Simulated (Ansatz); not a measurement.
# TiC (model cell, started as CsCl type): following an unstable mode

Wanted: the energy along a soft mode of TiC (model cell, started as CsCl type) and the structure at the end.

Main program and level: Ansatz 0.2.0; DFT PBEsol, scalar-relativistic, plane waves, PAW.

This is a report of a sequence of runs, with most program output left out.

The structure was built from a prototype and need not be the compound's stable phase.

### Step 1. Set-up

The structure is cubic, space group Pm-3m (No. 221). The conventional cell has a = 2.682 Å, b = 2.682 Å, c = 2.682 Å, α = 90.00°, β = 90.00°, γ = 90.00°. Nearest to Ti lie 8 C at 2.32 Å. Nearest to C lie 8 Ti at 2.32 Å. Farther neighbours are not listed.

### Step 2. Phonons on a q mesh

The cell comes from relaxations at this level that are not shown. Stability and thermal properties need the whole zone. Linear response on a 4×4×4 q mesh gives force constants as far as a supercell of that size would.

The input, input.yaml:

```yaml
crystal:
  lattice:
    - [2.6818219351, 0.0, 0.0]
    - [0.0, 2.6818219351, 0.0]
    - [0.0, 0.0, 2.6818219351]
  atoms:
    - { symbol: Ti, position: [0.0, 0.0, 0.0] }
    - { symbol: C, position: [0.5, 0.5, 0.5] }
kpoints:
  mp_grid: { grid: [16, 16, 16] }
hamiltonian:
  xc: pbesol
scf:
  occupations: { method: methfessel_paxton, width: 0.15 }
output:
  eigenvalues: true
phonons:
  method: dfpt
  qmesh: [4, 4, 4]
  temperatures: { t_max: 1000, t_step: 50 }
  qpath:
    path:
      - [[0.0, 0.0, 0.0], [0.0, 0.5, 0.0], [0.5, 0.5, 0.0], [0.0, 0.0, 0.0], [0.5, 0.5, 0.5], [0.0, 0.5, 0.0]]
      - [[0.5, 0.5, 0.5], [0.5, 0.5, 0.0]]
    npoints: 10
```

The run is started by

```sh
$ ansatz run input.yaml --threads 4 --pin off --max-ram 7168MiB --backend cpu --events-out ev --progress --plain --runs-dir out
```

Elapsed: 3.4 min, on 4 threads of Arm Neoverse V1, shared host; peak memory 1.7 GiB; 13 min of CPU time.

Numbers from this step:

```
volume per atom                                         : 9.644 Å³
gap on the k-mesh                                       : 0 eV
sum-rule residual before enforcement                    : 1.91e-5 eV/Å²
lowest frequency on the path                            : -369.2 cm⁻¹
point group                                             : m-3m
highest frequency on the path or at a solved wavevector : 419.1 cm⁻¹
highest optical mode at the zone centre (no LO-TO term) : 251.4 cm⁻¹
lowest optical zone-centre mode                         : 251.4 cm⁻¹
lowest mode on the q mesh (acoustic modes at Γ apart)   : -356.6 cm⁻¹
```

Frequencies (cm⁻¹) solved at each irreducible wavevector; negative means imaginary. Frequencies by wavevector, by row:

```tsv
q in reciprocal lattice units	star	mode 1	mode 2	mode 3	mode 4	mode 5	mode 6
0 0 0	1	0	0	0	251.4	251.4	251.4
0 0 0.25	6	-225.1	-225.1	115.2	162.5	162.5	364.9
0 0 -0.5	3	-334	-334	-172.9	-172.9	145.1	398.3
0 0.25 0.25	12	-318.9	-133.2	-34	118.8	253.1	362.9
0 0.25 -0.5	12	-314.3	-275.4	-56.6	260.6	308.6	417.6
0 -0.5 -0.5	3	-356.6	-332.3	303.2	303.2	392.6	392.6
0.25 0.25 0.25	8	-177.2	-177.2	-156	-89	263.4	263.4
0.25 0.25 -0.5	12	-204.4	-50.9	48.4	249.8	282.1	403.6
0.25 -0.5 -0.5	6	-293.7	-108.4	268.7	268.7	343.2	343.2
-0.5 -0.5 -0.5	1	178.7	178.7	178.7	261.4	261.4	261.4
```

Interpolated from a 4×4×4 q mesh. Phonon branches along the path, in cm⁻¹:

```tsv
point	branch 1	branch 2	branch 3	branch 4	branch 5	branch 6
Γ	0	0	0	251	251	251
halfway	-225	-225	115	162	162	365
X	-334	-334	-173	-173	145	398
halfway	-314	-275	-57	261	309	418
M	-357	-332	303	303	393	393
halfway	-319	-133	-34	119	253	363
Γ	0	0	0	251	251	251
halfway	-177	-177	-156	-89	263	263
R	179	179	179	261	261	261
halfway	-204	-51	48	250	282	404
X	-334	-334	-173	-173	145	398
jump to R	179	179	179	261	261	261
halfway	-294	-108	269	269	343	343
M	-357	-332	303	303	393	393
```

Symmetry leaves 10 wavevectors to solve. The lowest mode among them, the acoustic zeros apart, lies at q = (0, -0.5, -0.5) and is imaginary, 356.6i cm⁻¹, so the energy falls along it. Between them the interpolated path dips to 369i cm⁻¹.

### Step 3. The mode frozen in, largest atomic shift 0 Å

The mode followed lies at q = (0, 0, -0.5) with frequency 334.0i cm⁻¹ and is 2-fold degenerate, one of the unstable modes though not the softest. At small amplitude the distorted cell has space group no. 51 by a symmetry search on the positions. The undistorted cell that holds it gives the zero of energy on the same k mesh.

System of this step: TiC (model cell, started as CsCl type). It takes space group Pm-3m (No. 221, cubic). Conventional cell: a = 2.682 Å, b = 2.682 Å, c = 2.682 Å, α = 90.00°, β = 90.00°, γ = 90.00°. Nearest to Ti lie 8 C at 2.32 Å. C has 8 Ti at 2.32 Å nearest. Farther neighbours are not listed.

The input, input.yaml:

```yaml
crystal:
  lattice:
    - [2.6818219351, 0.0, 0.0]
    - [0.0, 2.6818219351, 0.0]
    - [0.0, 0.0, 5.3636438702]
  atoms:
    - { symbol: Ti, position: [0.0, 0.0, 0.0] }
    - { symbol: Ti, position: [0.0, 0.0, 0.5] }
    - { symbol: C, position: [0.5, 0.5, 0.25] }
    - { symbol: C, position: [0.5, 0.5, 0.75] }
kpoints:
  mp_grid: { grid: [14, 14, 8] }
hamiltonian:
  xc: pbesol
scf:
  occupations: { method: methfessel_paxton, width: 0.15 }
output:
  forces: true
  stress: true
  eigenvalues: true
```

The job ended after 1.8 s (4 threads; peak memory 0.4 GiB).

This step gave:

```yaml
pressure: -0.02443 GPa
energy_from_the_undistorted_cell: 0 meV/atom
```

The run ends at a pressure of -0.02 GPa.

### Step 4. The mode frozen in, largest atomic shift 0.45 Å

The atoms are moved along the unstable eigenvector, the largest shift by 0.45 Å, with the cell fixed.

input.yaml, the sections that differ from step 3:

```yaml
crystal:
  lattice:
    - [2.6818219351, 0.0, 0.0]
    - [0.0, 2.6818219351, 0.0]
    - [0.0, 0.0, 5.3636438702]
  atoms:
    - { symbol: Ti, position: [-0.1677963753, 0.0, 0.0] }
    - { symbol: Ti, position: [0.1677963753, 0.0, 0.5] }
    - { symbol: C, position: [0.5, 0.5, 0.25] }
    - { symbol: C, position: [0.5, 0.5, 0.75] }
# kpoints, hamiltonian, scf, output: as in step 3
```

Wall time 4.1 s (4 threads); peak memory 0.48 GiB; 16 s of CPU time.

This step gave:

| Quantity | Value |
| --- | --- |
| pressure | 11.38 GPa |
| energy from the undistorted cell | -253.4 meV/atom |

The energy, extrapolated to zero smearing, is -253.41 meV/atom against the undistorted cell.

The run ends at a pressure of 11.38 GPa, with forces up to 0.66 eV/Å.

### Step 5. Energy along the mode, all amplitudes (two of the runs are shown above)

An imaginary frequency means negative curvature, so the energy should fall and then rise again as anharmonic terms take over.

Numbers from this step:

| Item | Value |
| --- | --- |
| depth at the lowest point sampled | 253.4 meV/atom |
| largest atomic shift at that point | 0.45 Å |

Table of energy from the parent by largest atomic shift:

```tsv
largest atomic shift (Å)	energy from the parent (meV/atom)
0.000	0
0.040	-7.34
0.080	-25.5
0.140	-63.8
0.220	-121
0.320	-188
0.450	-253
0.600	-251
```

Displacement at unit largest shift by atom:

```tsv
atom	x (Å)	y (Å)	z (Å)	size
Ti1	-1.00	0.00	0.00	1.00
Ti2	1.00	0.00	0.00	1.00
C3	0.00	0.00	0.00	0.00
C4	0.00	0.00	0.00	0.00
```

The lowest of the steps tried is at 0.45 Å, 253 meV/atom below the parent; the bottom of the well need not coincide with a step.

### Step 6. Relaxation from the frozen mode

Starting from the lowest point found, all atoms and the cell are let go, so that strain and other modes of the same symmetry can join in.

Changes to input.yaml since step 4:

```diff
@@ -20 +20,6 @@
   eigenvalues: true
+relax:
+  adjacent_minimum: "off"
+  f_tol: 0.002
+  max_steps: 120
+  cell: { stress_tol: 0.03 }
```

Elapsed: 39 s, on 4 threads; peak memory 0.54 GiB.

Step by step:

```tsv
step	energy less that of the first step (eV)	largest force component (eV/Å)	pressure (GPa)	volume (Å³)
1	0.0000	0.6604	11.38	38.58
2	-0.3079	0.5092	2.75	39.95
3	-0.3565	0.1367	-0.46	40.83
4	-0.3610	0.0775	-0.22	40.96
5	-0.3652	0.0368	0.23	41.16
6	-0.3654	0.0005	0.01	41.33
7*	-0.3743	0.0007	0.30	41.33
8	-0.3743	0.0026	-0.03	41.42
9	-0.3743	0.0016	0.02	41.42
10	-0.3743	0.0000	0.00	41.42
11*	-0.3745	0.0000	0.00	41.42
```

Relaxation steps marked * repeat the geometry before them on a plane-wave basis chosen anew for their cell, so energy and pressure can jump there.

The run keeps the 8 symmetry operations that it works with, so distortions that break them were not tested.

```tsv
cell as run	before	after	change
a (Å)	2.682	2.696	+0.5 %
b (Å)	2.682	2.870	+7.0 %
c (Å)	5.364	5.352	-0.2 %
volume (Å³/atom)	9.64	10.36	+7.4 %
```

The atoms that moved most (Å, as changes of fractional coordinates times the final cell):

```tsv
atom	dx	dy	dz	length
Ti1	-0.147	0.000	0.000	0.147
Ti2	0.147	0.000	0.000	0.147
```

Numbers from this step:

* pressure: -6.41e-4 GPa
* volume per atom: 10.36 Å³

The distorted start has space group Pmma; the relaxation ends in Pmma.

### Step 7. The new phase in its own primitive cell

The relaxed structure is symmetrised, reduced to its primitive cell and relaxed tightly, as its phonons need.

input.yaml, the sections that differ from step 6:

```yaml
crystal:
  lattice:
    - [5.3521503624, 0.0, 0.0]
    - [0.0, 2.8701700685, 0.0]
    - [0.0, 0.0, 2.6963654815]
  atoms:
    - { symbol: Ti, position: [0.75, 0.0, 0.7777815578] }
    - { symbol: Ti, position: [0.25, 0.0, 0.2222184422] }
    - { symbol: C, position: [0.5, 0.5, 0.5] }
    - { symbol: C, position: [0.0, 0.5, 0.5] }
kpoints:
  mp_grid: { grid: [8, 12, 14] }
relax:
  adjacent_minimum: "off"
  f_tol: 0.001
  max_steps: 60
  cell: { stress_tol: 0.01 }
# hamiltonian, scf, output: as in step 6
```

Run time: 29 s. Hardware: 4 threads; peak memory 0.52 GiB; 1.8 min of CPU time.

Little changed from the start: no atom moved by 0.005 Å and no cell edge by 0.1 %.

This step gave:

| Property | Result |
| --- | --- |
| pressure | 6.80e-5 GPa |

The largest force component left is 6.4e-4 meV/Å and the pressure is 0.000 GPa, within the tolerances set. The cell now holds 10.36 Å³/atom.

### Step 8. Modes of the new phase, k-mesh 8×12×14

A relaxed structure may still be a saddle point, so its zone-centre modes are computed. No field response is asked, since the mesh shows no gap.

input.yaml, the sections that differ from step 7:

```yaml
crystal:
  lattice:
    - [5.3492281548, 0.0, 0.0]
    - [0.0, 2.8712783301, 0.0]
    - [0.0, 0.0, 2.6971463119]
  atoms:
    - { symbol: Ti, position: [0.75, 0.0, 0.7776447538] }
    - { symbol: Ti, position: [0.25, 0.0, 0.2223552462] }
    - { symbol: C, position: [0.5, 0.5, 0.5] }
    - { symbol: C, position: [0.0, 0.5, 0.5] }
output:
  eigenvalues: true
phonons:
  method: dfpt
# kpoints, hamiltonian, scf: as in step 7
# relax: removed
```

Wall time 58 s (4 threads); peak memory 1.4 GiB.

This step gave:

| Item | Value |
| --- | --- |
| sum-rule residual before enforcement | 1.04e-5 eV/Å² |
| point group | mmm |
| highest optical mode at the zone centre (no LO-TO term) | 732.3 cm⁻¹ |
| lowest optical zone-centre mode | -98.39 cm⁻¹ |

Patterns of degenerate modes are one choice out of their space. Modes at Γ, with each element's share of the kinetic energy (negative means imaginary):

```tsv
mode	frequency (cm⁻¹)	symmetry	Ti %	C %
1	-98.4	B3u	6	94
2	0.0	acoustic	80	20
3	0.0	acoustic	80	20
4	0.0	acoustic	80	20
5	183.4	B3g	100	0
6	238.3	Ag	100	0
7	359.5	B1u	15	85
8	416.1	B2g	100	0
9	484.1	Au	0	100
10	491.3	B3u	14	86
11	546.0	B2u	20	80
12	732.3	B1u	5	95
```

Displacements in mode 1 (-98.4 cm⁻¹), the largest set to 1:
```
Ti1  0.15  0.00  0.00
Ti2  0.15  0.00  0.00
C3  -0.61  0.00  1.00
C4  -0.61  0.00 -1.00
```

Displacements in mode 6 (238.3 cm⁻¹), the largest set to 1:
```
Ti1  0.00  0.00  1.00
Ti2  0.00  0.00 -1.00
C3   0.00  0.00  0.00
C4   0.00  0.00  0.00
```

Before it was imposed, the acoustic sum rule was missed by 1.0e-5 eV/Å². Small misses are needed for a sound result but don't prove that mesh and cutoff are converged. The lowest optical mode is imaginary, 98.4i cm⁻¹, so the energy falls along it.

### Step 9. Summary of results

```
unstable mode of the parent                                                      : q = (0, 0, -0.5), 334i cm⁻¹
depth at the lowest point sampled                                                : 253 meV/atom
largest atomic shift at that point                                               : 0.45 Å
space group reached (within 0.01 Å)                                              : Pmma
energy gained over the parent (first relaxation, on the mesh of the frozen mode) : 347 meV/atom
volume per atom, phase reached                                                   : 10.4 Å³
lowest optical zone-centre mode, phase reached                                   : -98.4 cm⁻¹
highest optical mode at the zone centre (no LO-TO term), phase reached           : 732 cm⁻¹
```

**Reading.** Along this mode the structure falls into Pmma, 347 meV/atom below the parent. At the parent's cell the well is 253.4 meV/atom deep on the steps tried, with its lowest point at a shift of 0.45 Å. Relaxing atoms and cell changes the gain by +93.64 meV/atom against the lowest step (energies at zero smearing). The new phase still has an imaginary mode at the zone centre of its cell, so it is a saddle point on the way to a lower structure. Of the 4 patterns followed to their end from this parent, this one ends 693 meV/atom above the lowest, P6_3/mmc. Each path keeps the symmetry of its pattern, so a lower phase may lie along a pattern not tried. With no gap, or one that is small against the smearing, the frequencies hang on the k mesh and the smearing, most of all near Kohn anomalies. The starting cell was built on a prototype and not taken from a measurement, so the phase need not exist.

[Logs are printed without paths, hosts, clocks, repeated set-up lines and the standing remarks that a program may print on its own settings, such as how far it seeks lower states.]

[Hosts, paths, dates, database ids (printed as entryN), source tags and the programs' standing remarks are cut or masked in the printed files.]
